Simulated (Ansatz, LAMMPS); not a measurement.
# Relaxing glassy 70SiO2-25ZnO-5Cr2O3 (mol %) (57 atoms)

Wanted: the relaxed structure of glassy 70SiO2-25ZnO-5Cr2O3 (mol %) (57 atoms) and its electronic structure.

Method: Kohn-Sham DFT, PBE, PAW (set soft_2), plane waves, in Ansatz 0.2.0.

## 1. The starting structure

The cell holds 57 atoms: 14 Si, 5 Zn, 2 Cr and 36 O. Cell: a = 9.142 Å, b = 9.142 Å, c = 9.142 Å, α = 90.0°, β = 90.0°, γ = 90.0°. 57 atoms (14 Si, 5 Zn, 2 Cr, 36 O) placed at random at 2.87 g/cm³, melted at 4000 K for 10 ps at fixed volume with the Morse and Coulomb pair potential with partial charges (Pedone, Malavasi, Menziani, Cormack and Segre, J. Phys. Chem. B 110, 11780 (2006)). Quenched from 4000 K to 300 K at 10 K/ps and fixed volume, held 10 ps at zero pressure.

Before any run, some limits are plain. The quench rate of 10 K/ps far exceeds what a furnace or splat quench reaches, so expect more defects and frozen-in strain than in a real sample. The starting topology of bonds comes from the classical model. Without a Hubbard term or exact exchange, open shells on Cr are likely too delocalised.

## 2. The classical run that made the cell

A classical potential makes the cell, at a small fraction of what the same run would cost in DFT.

This step: classical MD, Morse and Coulomb pair potential with partial charges (Pedone, Malavasi, Menziani, Cormack and Segre, J. Phys. Chem. B 110, 11780 (2006)) (LAMMPS 22 Jul 2025 - Update 4).

in.lmp reads:

```
# melt-quench of Si14Zn5Cr2O36
units metal
atom_style charge
boundary p p p
region box block 0 9.3262 0 9.3262 0 9.3262
create_box 4 box
mass 1 28.0850   # Si
mass 2 65.3800   # Zn
mass 3 51.9961   # Cr
mass 4 15.9990   # O
create_atoms 1 random 14 100767 NULL overlap 1.5 maxtry 2000
create_atoms 2 random 5 100774 NULL overlap 1.5 maxtry 2000
create_atoms 3 random 2 100781 NULL overlap 1.5 maxtry 2000
create_atoms 4 random 36 100788 NULL overlap 1.5 maxtry 2000
pair_style hybrid/overlay pedone 5.5 coul/long 8.0
pair_coeff * * coul/long
pair_coeff 1 4 pedone 0.340554 2.006700 2.100000 1   # Si-O
pair_coeff 2 4 pedone 0.001221 3.150679 2.851850 1   # Zn-O
pair_coeff 3 4 pedone 0.399561 1.785079 2.340810 1   # Cr-O
pair_coeff 4 4 pedone 0.042395 1.379316 3.618701 22   # O-O
set type 1 charge 2.4
set type 2 charge 1.2
set type 3 charge 1.8
set type 4 charge -1.2
kspace_style pppm 1.0e-4
neigh_modify delay 0 every 1 check yes
thermo_style custom step time temp pe press density
thermo_modify norm yes
timestep 0.002
thermo 100
min_style cg
minimize 1e-4 1e-4 200 2000
reset_timestep 0
velocity all create 4000 100768 mom yes dist gaussian
# [... 11 lines left out ...]
fix md all nvt temp 4000 300 0.2
run 185000 post no
unfix md
thermo 1666
fix md all npt temp 300 300 0.2 iso 0 0 2
run 5000 post no
unfix md
write_dump all custom glass.dump id type xs ys zs modify sort id
```

Run with:

```console
> lmp -in in.lmp -log none -nocite
```

Numbers of over 12 decimals in the logs are rounded to 6 here.

Log:

```text
LAMMPS (22 Jul 2025 - Update 4)
Created orthogonal box = (0 0 0) to (9.3262 9.3262 9.3262)
Created 14 atoms
Created 5 atoms
Created 2 atoms
Created 36 atoms
PPPM initialization ...
  G vector (1/distance) = 0.37979374
  grid = 10 10 10
  estimated relative force accuracy = 6.6079792e-05
   Step          Time           Temp          PotEng         Press         Density
         0   0              0             -3.5438474      538152.18      2.866007
        83   0.166          0             -15.444023     -23340.049      2.866007
Loop time of 0.0201163 s on 1 MPI rank(s) for 83 steps with 57 atoms
Minimization stats:
  Stopping criterion = energy tolerance
  Energy initial, next-to-last, final =
     -3.54384738606432  -15.4428247447195  -15.4440233909501
  Force two-norm initial, final = 240.30435 1.8400966
  Iterations, force evaluations = 83 119
   Step          Time           Temp          PotEng         Press         Density
[... 7 lines left out ...]
      2499   4.998          4598.7647     -14.98155      -608.68083      2.866007
      3332   6.664          4477.7387     -14.944036      20756.243      2.866007
      4165   8.33           4257.2981     -14.776129      10512.637      2.866007
      4998   9.996          3488.7297     -14.799224      24013.773      2.866007
      5831   11.662         3748.9967     -14.974182      62883.975      2.866007
[... 1 line left out ...]
Loop time of 0.698447 s on 1 MPI rank(s) for 5000 steps with 57 atoms
   Step          Time           Temp          PotEng         Press         Density
[... 12 lines left out ...]
Loop time of 23.7734 s on 1 MPI rank(s) for 185000 steps with 57 atoms
   Step          Time           Temp          PotEng         Press         Density
[... 1 line left out ...]
    191590   383.18         296.19939     -15.581598     -3615.768       3.0119629
    193256   386.512        317.46816     -15.600009      1061.5092      3.0279656
    194922   389.844        320.77074     -15.590377      3835.6437      3.0749295
    196000   392            334.87383     -15.595194     -16057.075      3.0426974
Loop time of 0.904328 s on 1 MPI rank(s) for 5000 steps with 57 atoms
```

Run time: 26 s. Hardware: 1 thread of AMD EPYC 9R45, shared host; peak memory 0.069 GiB.

## 3. Single point at the start

A single point comes first, to see the forces before anything moves.

input.yaml reads:

```yaml
crystal:
  lattice:
    - [9.14206, 0.0, 0.0]
    - [0.0, 9.14206, 0.0]
    - [0.0, 0.0, 9.14206]
  atoms:
    - { symbol: Si, position: [0.94948, 0.52937, 0.14296] }
    - { symbol: Si, position: [0.59006, 0.28485, 0.95429] }
    - { symbol: Si, position: [0.07348, 0.2318, 0.0145] }
    - { symbol: Si, position: [0.8233, 0.75041, 0.63847] }
    - { symbol: Si, position: [0.7072, 0.61659, 0.92912] }
    - { symbol: Si, position: [0.70517, 0.28721, 0.54074] }
    - { symbol: Si, position: [0.51849, 0.34421, 0.28657] }
    - { symbol: Si, position: [0.05215, 0.03619, 0.31215] }
    - { symbol: Si, position: [0.3097, 0.35994, 0.80896] }
    - { symbol: Si, position: [0.19536, 0.75924, 0.15871] }
    - { symbol: Si, position: [0.50954, 0.85864, 0.11005] }
    - { symbol: Si, position: [0.9626, 0.49511, 0.47774] }
    - { symbol: Si, position: [0.37888, 0.88184, 0.58104] }
    - { symbol: Si, position: [0.22765, 0.28493, 0.47109] }
    - { symbol: Zn, position: [0.08477, 0.93175, 0.81147] }
    - { symbol: Zn, position: [0.50917, 0.57808, 0.66154] }
    - { symbol: Zn, position: [0.84439, 0.09685, 0.76879] }
    - { symbol: Zn, position: [0.33095, 0.75223, 0.84138] }
    - { symbol: Zn, position: [0.54271, 0.0414, 0.82713] }
    - { symbol: Cr, position: [0.56603, 0.71319, 0.37072], spin: -3.0 }
    - { symbol: Cr, position: [0.66892, 0.009, 0.42548], spin: -3.0 }
    - { symbol: O, position: [0.33456, 0.5391, 0.79318] }
    - { symbol: O, position: [0.88531, 0.88707, 0.72148] }
    - { symbol: O, position: [0.61059, 0.40814, 0.60443] }
    - { symbol: O, position: [0.20744, 0.31972, 0.94292] }
    - { symbol: O, position: [0.08422, 0.13708, 0.16424] }
    - { symbol: O, position: [0.37115, 0.31236, 0.3707] }
    - { symbol: O, position: [0.12394, 0.42477, 0.4474] }
    - { symbol: O, position: [0.2298, 0.87496, 0.6704] }
    - { symbol: O, position: [0.65877, 0.44832, 0.93357] }
    - { symbol: O, position: [0.88963, 0.0257, 0.36692] }
    - { symbol: O, position: [0.86647, 0.35847, 0.53728] }
    - { symbol: O, position: [0.1115, 0.60679, 0.1567] }
    - { symbol: O, position: [0.7167, 0.79165, 0.50441] }
    - { symbol: O, position: [0.11623, 0.87266, 0.2784] }
    - { symbol: O, position: [0.69768, 0.16682, 0.91156] }
    - { symbol: O, position: [0.45043, 0.26734, 0.84894] }
    - { symbol: O, position: [0.89052, 0.53349, 0.31055] }
    - { symbol: O, position: [0.56357, 0.50929, 0.31057] }
    - { symbol: O, position: [0.70628, 0.1318, 0.61565] }
    - { symbol: O, position: [0.85352, 0.6294, 0.02906] }
    - { symbol: O, position: [0.5741, 0.72261, 0.99535] }
    - { symbol: O, position: [0.15007, 0.13124, 0.438] }
    - { symbol: O, position: [0.37246, 0.76349, 0.19691] }
    - { symbol: O, position: [0.7236, 0.66092, 0.76292] }
    - { symbol: O, position: [0.96664, 0.37267, 0.07049] }
    - { symbol: O, position: [0.53554, 0.292, 0.12186] }
    - { symbol: O, position: [0.18323, 0.8139, 0.98148] }
    - { symbol: O, position: [0.26101, 0.29413, 0.64723] }
    - { symbol: O, position: [0.9431, 0.62898, 0.58032] }
    - { symbol: O, position: [0.61118, 0.87824, 0.24164] }
    - { symbol: O, position: [0.41755, 0.71156, 0.51204] }
    - { symbol: O, position: [0.48512, 0.86993, 0.72328] }
    - { symbol: O, position: [0.64707, 0.23654, 0.37593] }
    - { symbol: O, position: [0.45545, 0.98531, 0.47182] }
    - { symbol: O, position: [0.4666, 0.98226, 0.02369] }
    - { symbol: O, position: [0.01587, 0.12497, 0.88087] }
magnetization:
  spin_polarized: true
kpoints:
  mp_grid: { grid: [2, 2, 2] }
hamiltonian:
  xc: pbe
scf:
  occupations: { method: fermi_dirac, width: 0.025 }
output:
  forces: true
  stress: true
  populations: intrinsic
  dos:
    method: { smearing: { sigma: 0.15 } }
    de: 0.1
    projected: { site_lists: { Cr: [Cr], O: [O], Si: [Si], Zn: [Zn] } }
  eigenvalues: true
```

Run with:

```console
> ansatz run input.yaml --threads 8 --pin off --max-ram 15872MiB --backend cpu --events-out ev --progress --plain --runs-dir out
```

Log:

```text
Engine: ansatz 0.2.0, x86_64-unknown-linux-gnu
Pseudopotentials: kind: paw
Pseudopotential: Si, paw, valence charge 4, recommended cutoff 420 eV (normal), Si.paw.azcp
Pseudopotential: Zn, paw, valence charge 12, recommended cutoff 420 eV (normal), Zn.paw.azcp
Pseudopotential: Cr, paw, valence charge 14, recommended cutoff 420 eV (normal), Cr.paw.azcp
Pseudopotential: O, paw, valence charge 6, recommended cutoff 420 eV (normal), O.paw.azcp
Functional definition: PBE
  parameter kappa = 0.804
  parameter beta = 0.066725
  exchange = pbe_x(kappa = kappa, mu = beta*pi^2/3)
  correlation = pbe_c(beta = beta)
Crystal: 57 atoms, lattice volume = 764.068 Å³
Basis set: ecut = 420 eV, 14939 PW (Γ), exchange–correlation on 128×128×128 points (8 copies of the dense FFT grid, shifted against one another)
Bands: 240, of which v1, the nominal top of the filled ones, is band 180 counted from 1 (179 counted from 0)
Symmetry: 1 space group operations
Space group: P1 (ITA 1), of the structure as read, at distance tolerance 9.1e-5 Å
Magnetic group: BNS 1.1 (UNI 1), of the structure as read, at distance tolerance 9.1e-5 Å
k-points: 8
Non-local potential: Si, projectors of the file, l = 0: 2, l = 1: 2, l = 2: 2
Non-local potential: Zn, projectors of the file, l = 0: 2, l = 1: 2, l = 2: 3, l = 3: 1
Non-local potential: Cr, projectors of the file, l = 0: 3, l = 1: 2, l = 2: 3, l = 3: 1
Non-local potential: O, projectors of the file, l = 0: 2, l = 1: 2, l = 2: 1
PAW form: soft (Blöchl's): semilocal exchange-correlation on the pseudo side does not see the compensation charge
PAW one-centre angular grid: Si, 110 points (default); XC on 64 Gauss nodes
PAW one-centre angular grid: Zn, 590 points (default); XC on 64 Gauss nodes
PAW one-centre angular grid: Cr, 590 points (default); XC on 64 Gauss nodes
PAW one-centre angular grid: O, 110 points (default); XC on 64 Gauss nodes
Initial density: superposition of atomic densities (chi_scale 0.1, normalization cell, long waves 30 % of neutral atoms (reshape's long-wave potential 1.30 eV rms, cloud 2.05 Å wide))
Starting moments: Σ|m| = 6 μB on 2 of 57 sites
Initial wavefunctions: pseudopotential atomic-orbital guess
Functional: x = pbe(κ = 0.804, μ = 0.219515), c = pbe(β = 0.066725)
SCF iter   1: F=—  HF=-52748.909193 eV  |F-HF|=—  |Δ(HF+E_count)|=         —  Δρ=6.29e-2 (↑5.58e-2 ↓6.29e-2)  dr2=9.72e1  dr2_m=1.90e0  M=-6.406 μB ∫|m|=7.040 μB  β_m=0.30  ethr=3.10e-3  ⟨swp⟩=6.3  Hψ=16600  notcnv=0  defer=250
Mixer restart at iter 1: flushing history
preconditioner: auto → Kerker (q_TF=auto, 2.407 Å⁻¹)  [metal: Δε(μ)=0.050 eV  Ē_g=15.919 eV  σ=0.025 eV  W_gap=0.41  n_scr=178 (ndim 8)  ℏωp=24.9 eV  f_vac=0.101  D(μ)=18.33/eV (n_scr^D=122)]
spin=Collinear: Kerker preconditioning applied to the charge; magnetization (m = ρ↑ − ρ↓) channel mixes plain (no charge-response kernel on spin).
SCF iter   2: F=—  HF=-52730.565257 eV  |F-HF|=—  |Δ(HF+E_count)|=    1.83e1  Δρ=3.51e-2 (↑3.26e-2 ↓3.51e-2)  dr2=3.81e1  dr2_m=4.17e-1  M=-6.001 μB ∫|m|=6.580 μB  β_m=0.47  ethr=3.10e-3  ⟨swp⟩=2.5  Hψ=7327  notcnv=0  defer=797
preconditioner: auto → Resta (q_TF=auto, 2.407 Å⁻¹)  ε∞=3.6  [insulator: Δε(μ)=0.291 eV  Ē_g=15.359 eV  σ=0.025 eV  W_gap=0.99  n_scr=178 (ndim 8)  ℏωp=24.9 eV  f_vac=0.100  D(μ)=0.13/eV (n_scr^D=0)  ε∞_Penn≈3.6]
spin=Collinear: Resta preconditioning applied to the charge; magnetization (m = ρ↑ − ρ↓) channel mixes plain (no charge-response kernel on spin).
SCF iter   3: F=—  HF=-52720.881843 eV  |F-HF|=—  |Δ(HF+E_count)|=    9.68e0  Δρ=1.33e-2 (↑1.22e-2 ↓1.33e-2)  dr2=6.60e0  dr2_m=6.79e-2  M=-6.000 μB ∫|m|=6.462 μB  β_m=0.58  ethr=3.10e-3  ⟨swp⟩=2.5  Hψ=6628  notcnv=0  defer=797
SCF iter   4: F=—  HF=-52719.581676 eV  |F-HF|=—  |Δ(HF+E_count)|=    1.30e0  Δρ=6.73e-3 (↑5.53e-3 ↓6.73e-3)  dr2=1.53e0  dr2_m=1.46e-2  M=-6.000 μB ∫|m|=6.367 μB  β_m=0.59  ethr=1.83e-3  ⟨swp⟩=3.1  Hψ=7417  notcnv=0  defer=816
SCF iter   5: F=—  HF=-52719.495105 eV  |F-HF|=—  |Δ(HF+E_count)|=   8.66e-2  Δρ=2.69e-3 (↑2.62e-3 ↓2.69e-3)  dr2=2.22e-1  dr2_m=9.22e-4  M=-6.000 μB ∫|m|=6.375 μB  β_m=0.75  ethr=4.25e-4  ⟨swp⟩=3.0  Hψ=7509  notcnv=0  defer=812
SCF iter   6: F=—  HF=-52719.533906 eV  |F-HF|=—  |Δ(HF+E_count)|=   3.88e-2  Δρ=1.89e-3 (↑1.78e-3 ↓1.89e-3)  dr2=1.02e-1  dr2_m=3.54e-4  M=-6.000 μB ∫|m|=6.357 μB  β_m=0.65  ethr=6.16e-5  ⟨swp⟩=2.1  Hψ=6830  notcnv=0  defer=812
SCF iter   7: F=—  HF=-52719.521086 eV  |F-HF|=—  |Δ(HF+E_count)|=   1.28e-2  Δρ=5.72e-4 (↑4.45e-4 ↓5.72e-4)  dr2=1.03e-2  dr2_m=1.26e-4  M=-6.000 μB ∫|m|=6.364 μB  β_m=0.73  ethr=2.82e-5  ⟨swp⟩=2.0  Hψ=6852  notcnv=0  defer=812
SCF iter   8: F=—  HF=-52719.527071 eV  |F-HF|=—  |Δ(HF+E_count)|=   5.98e-3  Δρ=3.16e-4 (↑2.67e-4 ↓3.16e-4)  dr2=2.49e-3  dr2_m=2.99e-5  M=-6.000 μB ∫|m|=6.363 μB  β_m=0.80  ethr=2.87e-6  ⟨swp⟩=2.0  Hψ=6229  notcnv=0  defer=812
SCF iter   9: F=—  HF=-52719.528369 eV  |F-HF|=—  |Δ(HF+E_count)|=   1.30e-3  Δρ=2.01e-4 (↑1.79e-4 ↓2.01e-4)  dr2=8.54e-4  dr2_m=8.72e-6  M=-6.000 μB ∫|m|=6.362 μB  β_m=0.68  ethr=6.90e-7  ⟨swp⟩=2.0  Hψ=6916  notcnv=0  defer=812
[...]
SCF iter  14: F=—  HF=-52719.714124 eV  |F-HF|=—  |Δ(HF+E_count)|=    7.88e0  Δρ=7.54e-3 (↑7.54e-3 ↓1.21e-3)  dr2=3.56e-1  dr2_m=1.12e-1  M=0.000 μB ∫|m|=6.214 μB  β_m=0.73  ethr=1.39e-5  ⟨swp⟩=4.0  Hψ=9970  notcnv=0  defer=812
SCF iter  15: F=—  HF=-52719.644600 eV  |F-HF|=—  |Δ(HF+E_count)|=   6.95e-2  Δρ=3.33e-3 (↑3.15e-3 ↓3.33e-3)  dr2=2.87e-1  dr2_m=2.74e-3  M=0.000 μB ∫|m|=6.213 μB  β_m=0.60  ethr=1.39e-5  ⟨swp⟩=4.6  Hψ=10551  notcnv=0  defer=816
SCF iter  16: F=—  HF=-52719.604191 eV  |F-HF|=—  |Δ(HF+E_count)|=   4.04e-2  Δρ=9.03e-4 (↑7.29e-4 ↓9.03e-4)  dr2=2.75e-3  dr2_m=4.26e-3  M=0.000 μB ∫|m|=6.233 μB  β_m=0.77  ethr=1.39e-5  ⟨swp⟩=3.0  Hψ=7235  notcnv=0  defer=816
SCF iter  17: F=—  HF=-52719.605867 eV  |F-HF|=—  |Δ(HF+E_count)|=   1.68e-3  Δρ=4.30e-4 (↑4.06e-4 ↓4.30e-4)  dr2=3.37e-3  dr2_m=1.56e-4  M=0.000 μB ∫|m|=6.244 μB  β_m=0.64  ethr=7.64e-7  ⟨swp⟩=2.4  Hψ=7135  notcnv=0  defer=816
SCF iter  18: F=—  HF=-52719.604899 eV  |F-HF|=—  |Δ(HF+E_count)|=   9.68e-4  Δρ=6.22e-5 (↑4.53e-5 ↓6.22e-5)  dr2=4.15e-5  dr2_m=6.17e-6  M=0.000 μB ∫|m|=6.246 μB  β_m=0.67  ethr=7.64e-7  ⟨swp⟩=2.0  Hψ=6514  notcnv=0  defer=816
SCF iter  19: F=—  HF=-52719.604924 eV  |F-HF|=—  |Δ(HF+E_count)|=   2.51e-5  Δρ=2.95e-5 (↑2.95e-5 ↓2.40e-5)  dr2=1.39e-5  dr2_m=9.35e-7  M=0.000 μB ∫|m|=6.246 μB  β_m=0.67  ethr=1.15e-8  ⟨swp⟩=2.0  Hψ=6712  notcnv=0  defer=816
SCF iter  20: F=—  HF=-52719.604929 eV  |F-HF|=—  |Δ(HF+E_count)|=   5.21e-6  Δρ=1.20e-5 (↑1.20e-5 ↓1.03e-5)  dr2=2.12e-6  dr2_m=3.63e-7  M=0.000 μB ∫|m|=6.246 μB  β_m=0.79  ethr=3.86e-9  ⟨swp⟩=2.0  Hψ=6680  notcnv=0  defer=816
SCF iter  21: F=—  HF=-52719.604930 eV  |F-HF|=—  |Δ(HF+E_count)|=   1.18e-6  Δρ=6.53e-6 (↑5.08e-6 ↓6.53e-6)  dr2=7.80e-7  dr2_m=2.08e-8  M=0.000 μB ∫|m|=6.246 μB  β_m=0.64  ethr=5.88e-10  ⟨swp⟩=2.0  Hψ=6720  notcnv=0  defer=816
SCF iter  22: F=—  HF=-52719.604930 eV  |F-HF|=—  |Δ(HF+E_count)|=   1.59e-7  Δρ=1.59e-6 (↑1.59e-6 ↓1.36e-6)  dr2=2.82e-8  dr2_m=9.38e-9  M=0.000 μB ∫|m|=6.246 μB  β_m=0.76  ethr=2.17e-10  ⟨swp⟩=2.0  Hψ=6712  notcnv=0  defer=816
SCF iter  23: F=-52719.604930 eV  HF=-52719.604930 eV  |F-HF|=5.11e-8  |Δ(HF+E_count)|=   3.54e-8  Δρ=1.41e-6 (↑1.41e-6 ↓1.25e-6)  dr2=6.59e-8  dr2_m=6.50e-10  M=0.000 μB ∫|m|=6.246 μB  ethr=7.83e-12  ⟨swp⟩=12.9  Hψ=22244  notcnv=0
SCF 1 converged in 23 iterations: F = -52719.604930 eV  dr2 = 6.59e-8
  greatest PAW one-centre occupation: 1.000 electrons in one spin orbital (limit 2), on the Cr atom at site 19 (counted from 0), in its partial waves of l = 0
WARN: the starting moments were not kept: 1 of 2 ended reversed and 1 kept their direction, counting a site from 0.1 μB. The largest reversed, site 20 (counted from 0, in the order of the report's site_moments_mub), started with -3.0 μB and closes at +2.4e0 μB in its sphere. [...]
SCF converged after 23 iterations
Magnetization: 0.0000 μB (180.0000 up, 180.0000 down)
Absolute magnetization: 6.2632 μB (∫|ρ↑−ρ↓|, with the PAW one-centre terms)
Spin contamination: 2.9714 ħ² per cell (⟨S²⟩ above its minimum at these occupations)
Per-site moments (μB) at R_I (Å): [(-1.5503937031911275e-5, 0.654275), (-1.1481480551489448e-6, 0.623533), (2.635763164499046e-5, 0.661814), (-0.000507898, 0.646739), (-5.5362730202011374e-5, [...]
Free energy (F): -52719.604930 eV
Harris-Foulkes:  -52719.604930 eV  (|F-HF|=5.11e-8)
Internal energy: -52719.604930 eV  (E = F + TS)
E sigma→0 (E₀):  -52719.604930 eV
Entropy (-TS):   -0.000000 eV (-0.000 meV/atom)
Fermi energy:    5.211800 eV
--- Per-component energies (eV) ---
  E_band       = -1834.033830
  E_kinetic    = 8367.373337
  E_local      = -36642.906868  (includes V_loc(G=0)·N_el)
  E_nonlocal   = 5336.255903
  E_hartree    = 14821.575047
  E_xc         = -4403.560907
  E_vxc        = -4673.227828  (∫ρ·V_xc dr)
  E_paw        = -24459.755002  (= ΣΔE_a)
  E_vpaw       = -3864.776741  (= ΣTr[D̂ρ^β])
  E_aug_tail   = 0.090691  (compensation charges beyond the density's cutoff)
  E_ewald      = -15738.677131
  E_smearing   = -0.000000  (= −TS)
  E_closure    = -0.000000  (closes the sum)
  Σ components = -52719.604930   (vs F -52719.604930, Δ=0.00e0)
--- Forces (eV/Å), atoms counted from 1 ---
  atom   1  Si     0.84481331     1.05151342     0.41845968
  atom   2  Si    -0.88341875     4.96281039     2.53280902
  atom   3  Si    -1.91090818     0.53967175     1.29164196
  atom   4  Si    -0.21614617    -1.44720240    -0.18849506
  atom   5  Si    -1.06512925     0.00086254     3.09197368
  atom   6  Si     0.98158801     1.81470842    -1.71630559
  atom   7  Si     1.48836365    -0.34330230     1.00163997
  atom   8  Si     0.49026753     1.13225536     0.12078344
  atom   9  Si    -1.32835191     1.59134784    -2.64216059
  atom  10  Si    -0.37184502     2.31375809    -0.99648894
  atom  11  Si    -0.43643709    -8.10169397     0.82507996
  atom  12  Si    -0.37633021    -2.88732072    -3.55116413
  atom  13  Si     0.51450306    -2.01267878     0.42640603
  atom  14  Si     0.32957854     0.04152746     0.67936409
[...]
atom  56  O     -2.37788877     6.99356296    -5.11703041
  atom  57  O      0.15171026     0.00161674     0.10911702
  max |Σ_I F_I| component: 5.90e-5 eV/Å
--- Stress (GPa, compression-positive) ---
        5.528170      -0.854436       1.367949
       -0.854437       3.654352      -2.554791
        1.367950      -2.554791       3.262003
  P = ⅓ Tr σ = 4.1482 GPa (41.482 kbar)
--- Band table (eV; the first three rows and the last of 16) ---
  k-point 0 ↑: bands = ["-68.7095", "-65.5349", "-40.1106", "-40.0381", [... 224 levels ...], "13.5618", "13.6015", "13.7304", "13.7773", "13.8552", "13.9338", "14.0204", "14.0605", "14.1857", "14.2585", "14.2993", "14.3933"]
[...]
--- intrinsic populations: 57 sites ---
  site symbol       q [e]    m [muB]
     0     Si      2.2294    -0.0001
     1     Si      2.2662    -0.0000
     2     Si      2.2476     0.0000
[...]
56      O      7.1216     0.0003
  spilling = -0.000000 (of n_electrons = 360.000000)
```

The job ended after 32 s (8 threads of AMD EPYC 9R45, shared host; peak memory 7.9 GiB).

The program notes that starting moments were not kept and the stability of the SCF solution was not settled.

Numbers from this run:

| Property | Result |
| --- | --- |
| free energy | -52719.6049 eV |
| free energy per atom | -924.9053 eV/atom |
| SCF cycles | 23 |
| pressure | 4.148 GPa |
| r.m.s. force component | 1.559 eV/Å |
| longest force | 8.986 eV/Å |
| Fermi energy | 5.212 eV |
| gap (highest filled to lowest empty level) | 0.8021 eV |
| absolute moment | 6.263 μB |

The r.m.s. force component of 1.6 eV/Å and the pressure of 4.1 GPa set the starting point.

Neighbours are counted within 2.12 Å (O-Si), 2.43 Å (O-Zn), 2.40 Å (O-Cr).

Length of the force by element and coordination:

| element | coordination | atoms | mean length of the force (eV/Å) | spread | least | most |
| --- | --- | --- | --- | --- | --- | --- |
| Cr | all | 2 | 1.32 | 0.0928 | 1.23 | 1.42 |
| Cr | 4 | 1 | 1.42 | 0 | 1.42 | 1.42 |
| Cr | 6 | 1 | 1.23 | 0 | 1.23 | 1.23 |
| O | all | 36 | 1.92 | 1.68 | 0.187 | 8.99 |
| O | 2 | 22 | 1.84 | 1.81 | 0.394 | 8.99 |
| O | 3 | 14 | 2.04 | 1.45 | 0.187 | 5.62 |
| Si | all | 14 | 2.96 | 1.93 | 0.756 | 8.16 |
| Zn | all | 5 | 0.769 | 0.348 | 0.272 | 1.34 |

(Continued in part 2 of 3.)

[Logs are printed without paths, hosts, clocks, repeated set-up lines and the standing remarks that a program may print on its own settings, such as how far it seeks lower states.]

[Hosts, paths, dates, database ids (printed as entryN), source tags and the programs' standing remarks are cut or masked in the printed files.]
